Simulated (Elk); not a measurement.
# Magnetic state of Cr3CdC from several starts

Wanted: the moments of Cr3CdC and the energy of each order that was tried.

Method: LDA (Perdew-Wang); all-electron APW+lo, Dirac cores, scalar-relativistic bands, in Elk 11.2.3 (patched build).

### Step 1. Set-up

It takes space group Pm-3m (No. 221, cubic). Conventional cell: a = 3.958 Å, b = 3.958 Å, c = 3.958 Å, α = 90.00°, β = 90.00°, γ = 90.00°. Nearest to Cd lie 12 Cr at 2.80 Å. Cr has 2 C at 1.98 Å and 4 Cd at 2.80 Å and 8 Cr at 2.80 Å nearest. Nearest to C lie 6 Cr at 1.98 Å. invented: MgCo3C (Pm-3m) with Cr for Co, Cd for Mg. Farther neighbours are not listed.

The cell is a made-up one and need not be a known phase.

### Step 2. Start 1: ferro +++

Parallel moments need no larger cell; this start tests for a ferromagnetic state only.

The last three numbers of an atom's line are a seed field in its sphere. It points against the wanted moment and shrinks by the factor reducebf each loop.

elk.in

```
tasks
  0
  33
  73

xctype
  3

rgkmax
  7.0

nempty
  12

swidth
  0.003

reducebf
  0.5

epsengy
  1e-05

maxscl
  100

lmaxi
  2

spinpol
  .true.

sppath
  './'

avec
  7.47891428137 0.00000000000 0.00000000000
  0.00000000000 7.47891428137 0.00000000000
  0.00000000000 0.00000000000 7.47891428137

atoms
  3
  'Cd.in'
  1
  0.0000000000 0.0000000000 0.0000000000   0.000000 0.000000 0.000000
  'Cr.in'
  3
  0.0000000000 0.5000000000 0.5000000000   0.000000 0.000000 -0.187500
  0.5000000000 0.0000000000 0.5000000000   0.000000 0.000000 -0.187500
  0.5000000000 0.5000000000 0.0000000000   0.000000 0.000000 -0.187500
  'C.in'
  1
  0.5000000000 0.5000000000 0.5000000000   0.000000 0.000000 0.000000

ngridk
  6 6 6

plot3d
  0 0 0
  1 0 0
  0 1 0
  0 0 1
  20 20 20
```

Launch:

```bash
$ OMP_NUM_THREADS=4 elk
```

Numbers of over 12 decimals in the logs are rounded to 6 here.

The log of the run:

```text
Warning(linengy): could not find 1 linearisation energies in s.c. loop 6
Warning(linengy): could not find 1 linearisation energies in s.c. loop 7
Warning(linengy): could not find 1 linearisation energies in s.c. loop 8
Warning(linengy): could not find 1 linearisation energies in s.c. loop 9
Warning(linengy): could not find 1 linearisation energies in s.c. loop 10
Warning(linengy): could not find 1 linearisation energies in s.c. loop 11
Warning(linengy): could not find 1 linearisation energies in s.c. loop 12
Warning(linengy): could not find 1 linearisation energies in s.c. loop 13
Warning(linengy): could not find 1 linearisation energies in s.c. loop 14
Warning(linengy): could not find 1 linearisation energies in s.c. loop 15
Warning(linengy): could not find 1 linearisation energies in s.c. loop 16
Warning(linengy): could not find 1 linearisation energies in s.c. loop 17
Warning(linengy): could not find 1 linearisation energies in s.c. loop 18
Warning(linengy): could not find 1 linearisation energies in s.c. loop 19
Warning(linengy): could not find 1 linearisation energies in s.c. loop 20
Warning(linengy): could not find 1 linearisation energies in s.c. loop 21
Warning(linengy): could not find 1 linearisation energies in s.c. loop 22
Warning(linengy): could not find 1 linearisation energies in s.c. loop 23
Warning(linengy): could not find 1 linearisation energies in s.c. loop 24
Warning(linengy): could not find 1 linearisation energies in s.c. loop 25
Warning(linengy): could not find 1 linearisation energies in s.c. loop 26
Warning(linengy): could not find 1 linearisation energies in s.c. loop 27
Warning(linengy): could not find 1 linearisation energies in s.c. loop 28
Warning(linengy): could not find 1 linearisation energies in s.c. loop 29
Warning(linengy): could not find 1 linearisation energies in s.c. loop 30
Warning(linengy): could not find 1 linearisation energies in s.c. loop 31
Warning(linengy): could not find 1 linearisation energies in s.c. loop 32
Warning(linengy): could not find 1 linearisation energies in s.c. loop 33
Warning(linengy): could not find 1 linearisation energies in s.c. loop 34
Warning(linengy): could not find 1 linearisation energies in s.c. loop 35
Warning(linengy): could not find 1 linearisation energies in s.c. loop 36
Warning(linengy): could not find 1 linearisation energies in s.c. loop 37
Warning(linengy): could not find 1 linearisation energies in s.c. loop 38
Warning(linengy): could not find 1 linearisation energies in s.c. loop 39
Info(gndstate): no moment of its own; a second start begins; STATE.OUT holds the state before
Warning(linengy): could not find 1 linearisation energies in s.c. loop 40
Warning(linengy): could not find 1 linearisation energies in s.c. loop 41
Warning(linengy): could not find 1 linearisation energies in s.c. loop 42
Warning(linengy): could not find 1 linearisation energies in s.c. loop 43
Warning(linengy): could not find 1 linearisation energies in s.c. loop 44
Warning(linengy): could not find 1 linearisation energies in s.c. loop 45
Warning(linengy): could not find 1 linearisation energies in s.c. loop 46
Warning(linengy): could not find 1 linearisation energies in s.c. loop 47
Warning(linengy): could not find 1 linearisation energies in s.c. loop 48
Warning(linengy): could not find 1 linearisation energies in s.c. loop 49
Warning(linengy): could not find 1 linearisation energies in s.c. loop 50
Warning(linengy): could not find 1 linearisation energies in s.c. loop 51
Warning(linengy): could not find 1 linearisation energies in s.c. loop 52
Warning(linengy): could not find 1 linearisation energies in s.c. loop 53
Warning(linengy): could not find 1 linearisation energies in s.c. loop 54
Warning(linengy): could not find 1 linearisation energies in s.c. loop 55
Warning(linengy): could not find 1 linearisation energies in s.c. loop 56
Warning(linengy): could not find 1 linearisation energies in s.c. loop 57
Warning(linengy): could not find 1 linearisation energies in s.c. loop 58
Warning(linengy): could not find 1 linearisation energies in s.c. loop 59
Warning(linengy): could not find 1 linearisation energies in s.c. loop 60
Warning(linengy): could not find 1 linearisation energies in s.c. loop 61
Warning(linengy): could not find 1 linearisation energies in s.c. loop 62
Warning(linengy): could not find 1 linearisation energies in s.c. loop 63
Warning(linengy): could not find 1 linearisation energies in s.c. loop 64
Warning(linengy): could not find 1 linearisation energies in s.c. loop 65
Warning(linengy): could not find 1 linearisation energies in s.c. loop 66
Warning(linengy): could not find 1 linearisation energies in s.c. loop 67
Warning(linengy): could not find 1 linearisation energies in s.c. loop 68
Warning(linengy): could not find 1 linearisation energies in s.c. loop 69
Warning(linengy): could not find 1 linearisation energies in s.c. loop 70
Warning(linengy): could not find 1 linearisation energies in s.c. loop 71
Warning(linengy): could not find 1 linearisation energies in s.c. loop 72
Warning(linengy): could not find 1 linearisation energies in s.c. loop 73
Warning(linengy): could not find 1 linearisation energies in s.c. loop 74
Warning(linengy): could not find 1 linearisation energies in s.c. loop 75
Warning(linengy): could not find 1 linearisation energies in s.c. loop 76
Warning(linengy): could not find 1 linearisation energies in s.c. loop 77
Warning(linengy): could not find 1 linearisation energies in s.c. loop 78
Warning(linengy): could not find 1 linearisation energies in s.c. loop 79

--- INFO.OUT ---
┌─────────────────────────┐
│ Elk code version 11.2.3 │
└─────────────────────────┘

All units are atomic (Hartree, Bohr, etc.)

┌─────────────────────────────────────────────────┐
│ Ground-state run starting from atomic densities │
└─────────────────────────────────────────────────┘

Lattice vectors :
   7.478914281       0.000000000       0.000000000
   0.000000000       7.478914281       0.000000000
   0.000000000       0.000000000       7.478914281

Reciprocal lattice vectors :
  0.8401199788       0.000000000       0.000000000
   0.000000000      0.8401199788       0.000000000
   0.000000000       0.000000000      0.8401199788

Unit cell volume      :    418.3267793
Brillouin zone volume :   0.5929580073

Muffin-tin inner radius fraction :   0.1000000000E-01

Nuclei treated as point charges

Species : 1 (Cd)
 parameters loaded from : Cd.in
 name : cadmium
 nuclear charge    :   -48.00000000
 electronic charge :    48.00000000
 atomic mass :    204912.7176
 muffin-tin radius :    2.600000000
 number of radial points in muffin-tin :    597
 inner part over the whole radius :   0.9839615420E-02
[...]
species : 3 (C)
   atom 1                    :  -0.4449502895E-01
 total in muffin-tins        :    3.625717222
 total moment                :    4.003079217

┌─────────────────┐
│ Loop number : 2 │
└─────────────────┘

Energies :
 Fermi                       :     0.298509
 sum of occupied eigenvalues :     -5200.2030393057
 electron kinetic            :      9056.8361290068
 core electron kinetic       :      8583.3256637112
 Coulomb                     :     -17539.370666280
 Coulomb potential           :     -13896.988955036
 nuclear-nuclear             :     -1211.8410203110
 electron-nuclear            :     -18794.297739597
 Hartree                     :      2466.7680936285
 Madelung                    :     -10590.876188762
 xc potential                :     -359.89053546549
 xc effective B-field        :    -0.90170433235887E-01
 external B-field            :      0.000000
 exchange                    :     -282.40704530754
 correlation                 :     -10.974057874089
 electron entropic           :    -0.45272029130041E-02
 total energy                :     -8775.9201676576
 (external B-field energy excluded from total)

Density of states at Fermi energy :    153.8190763
 (states/Hartree/unit cell)

Estimated indirect band gap :   0.6990894215E-03
 from k-point 9 to k-point 13
Estimated direct band gap   :   0.3310975703E-02
 at k-point 13

Charges :
 core                        :    62.00000000
 valence                     :    64.00000000
 interstitial                :    8.712999336
 muffin-tins (core leakage)
  species : 1 (Cd)
   atom 1                    :    47.02095248     (  0.2705877881E-03)
  species : 2 (Cr)
   atom 1                    :    21.44356001     ( -0.3458577424E-05)
   atom 2                    :    21.44356001     ( -0.3458577424E-05)
   atom 3                    :    21.44356001     ( -0.3458577424E-05)
  species : 3 (C)
   atom 1                    :    5.935368159     (  0.2282914628E-04)
 total in muffin-tins        :    117.2870007
 total calculated charge     :    125.9991603
 total charge                :    126.0000000
 error                       :   0.8397169589E-03

Moments :
 interstitial                :   0.3804379055
 muffin-tins
  species : 1 (Cd)
   atom 1                    :  -0.1218983871E-01
  species : 2 (Cr)
   atom 1                    :    1.246765194
   atom 2                    :    1.246765194
   atom 3                    :    1.246765194
  species : 3 (C)
   atom 1                    :  -0.4567488707E-01
 total in muffin-tins        :    3.682430857
 total moment                :    4.062868763

RMS change in Kohn-Sham potential (target) :   0.4638182685     (  0.1000000000E-05)
Absolute change in total energy (target)   :   0.1853011250     (  0.1000000000E-04)

[... loops 3 to 88 left out ...]

┌──────────────────┐
│ Loop number : 89 │
└──────────────────┘

Energies :
 Fermi                       :     0.343981
 sum of occupied eigenvalues :     -5197.4075727431
 electron kinetic            :      9078.3842020683
 core electron kinetic       :      8583.6340809834
 Coulomb                     :     -17558.827457004
 Coulomb potential           :     -13885.112530107
 nuclear-nuclear             :     -1211.8410203110
 electron-nuclear            :     -18845.715841018
 Hartree                     :      2498.7294043252
 Madelung                    :     -10616.271191951
 xc potential                :     -390.67924469443
 xc effective B-field        :    -0.89901501478151E-08
 external B-field            :      0.000000
 exchange                    :     -283.91940699610
 correlation                 :     -11.028688899996
 electron entropic           :    -0.58647123853257E-02
 total energy                :     -8775.3972155444
 (external B-field energy excluded from total)

Density of states at Fermi energy :    192.1937705
 (states/Hartree/unit cell)

Estimated indirect band gap :   0.2729954208E-02
 from k-point 12 to k-point 11
Estimated direct band gap   :   0.6609544653E-02
 at k-point 13

Charges :
 core                        :    62.00000000
 valence                     :    64.00000000
 interstitial                :    7.918613558
 muffin-tins (core leakage)
  species : 1 (Cd)
   atom 1                    :    46.98818341     (  0.2466406536E-03)
  species : 2 (Cr)
   atom 1                    :    22.11640338     ( -0.3458630436E-05)
   atom 2                    :    22.11640338     ( -0.3458630436E-05)
   atom 3                    :    22.11640338     ( -0.3458630436E-05)
  species : 3 (C)
   atom 1                    :    4.743992876     (  0.2324814351E-04)
 total in muffin-tins        :    118.0813864
 total calculated charge     :    125.9992865
 total charge                :    126.0000000
 error                       :   0.7134891361E-03

Moments :
 interstitial                :   0.1161289195E-03
 muffin-tins
  species : 1 (Cd)
   atom 1                    :   0.3124123090E-05
  species : 2 (Cr)
   atom 1                    :   0.3989275447E-03
   atom 2                    :   0.3989275447E-03
   atom 3                    :   0.3989275447E-03
  species : 3 (C)
   atom 1                    :  -0.4221928329E-05
 total in muffin-tins        :   0.1195684829E-02
 total moment                :   0.1311813748E-02

RMS change in Kohn-Sham potential (target) :   0.4688451862E-06 (  0.1000000000E-05)
Absolute change in total energy (target)   :   0.5993151717E-05 (  0.1000000000E-04)

Convergence targets achieved

┌──────────────────┐
│ Loop number : 90 │
└──────────────────┘

Energies :
 Fermi                       :     0.343981
 sum of occupied eigenvalues :     -5197.4075726727
 electron kinetic            :      9078.3842018595
 core electron kinetic       :      8583.6340809685
 Coulomb                     :     -17558.827456706
 Coulomb potential           :     -13885.112530125
 nuclear-nuclear             :     -1211.8410203110
 electron-nuclear            :     -18845.715840388
 Hartree                     :      2498.7294039929
 Madelung                    :     -10616.271191643
 xc potential                :     -390.67924439673
 xc effective B-field        :    -0.89729638669312E-08
 external B-field            :      0.000000
 exchange                    :     -283.91940696596
 correlation                 :     -11.028688899038
 electron entropic           :    -0.58647123607346E-02
 total energy                :     -8775.3972154238
 (external B-field energy excluded from total)

Density of states at Fermi energy :    192.1937698
 (states/Hartree/unit cell)

Estimated indirect band gap :   0.2729967659E-02
 from k-point 12 to k-point 11
Estimated direct band gap   :   0.6609558610E-02
 at k-point 13

Charges :
 core                        :    62.00000000
 valence                     :    64.00000000
 interstitial                :    7.918613576
 muffin-tins (core leakage)
  species : 1 (Cd)
   atom 1                    :    46.98818343     (  0.2466406536E-03)
  species : 2 (Cr)
   atom 1                    :    22.11640337     ( -0.3458629942E-05)
   atom 2                    :    22.11640337     ( -0.3458629942E-05)
   atom 3                    :    22.11640337     ( -0.3458629942E-05)
  species : 3 (C)
   atom 1                    :    4.743992889     (  0.2324814404E-04)
 total in muffin-tins        :    118.0813864
 total calculated charge     :    125.9992865
 total charge                :    126.0000000
 error                       :   0.7134891406E-03

Moments :
 interstitial                :   0.1159943884E-03
 muffin-tins
  species : 1 (Cd)
   atom 1                    :   0.3115390475E-05
  species : 2 (Cr)
   atom 1                    :   0.3985423377E-03
   atom 2                    :   0.3985423377E-03
   atom 3                    :   0.3985423377E-03
  species : 3 (C)
   atom 1                    :  -0.4258649761E-05
 total in muffin-tins        :   0.1194483754E-02
 total moment                :   0.1310478142E-02

┌──────────────────────────────┐
│ Self-consistent loop stopped │
└──────────────────────────────┘

Warning : core states of species 1 leak from the muffin-tin :   0.2466406536E-03

Wrote STATE.OUT
```

It took 4.5 min on 4 threads of Arm Neoverse V1, shared host; peak memory 0.24 GiB.

The moments died away, and this build then starts once more from a stronger push, within the same count of loops.

Spin moment in the muffin-tin sphere by atom:

```
atom  spin moment in the muffin-tin sphere (μB)
 Cd1                                     0.0000
 Cr2                                     0.0004
 Cr3                                     0.0004
 Cr4                                     0.0004
  C5                                     0.0000
```

This step gave:

```
final state : non-magnetic
```

After 90 cycles the seed has died away: no moment is left.

(Continued in part 2 of 2.)

[Logs and program files are shortened in this print: banners, set-up blocks, solver, clock and traceback lines can be left out without a mark of their own.]

[Logs are printed without paths, hosts, clocks, repeated set-up lines and the standing remarks that a program may print on its own settings, such as how far it seeks lower states.]

[Hosts, paths, dates, database ids (printed as entryN), source tags and the programs' standing remarks are cut or masked in the printed files.]

[Where a cell is said to come from a database of computed structures, the database is the Materials Project.]
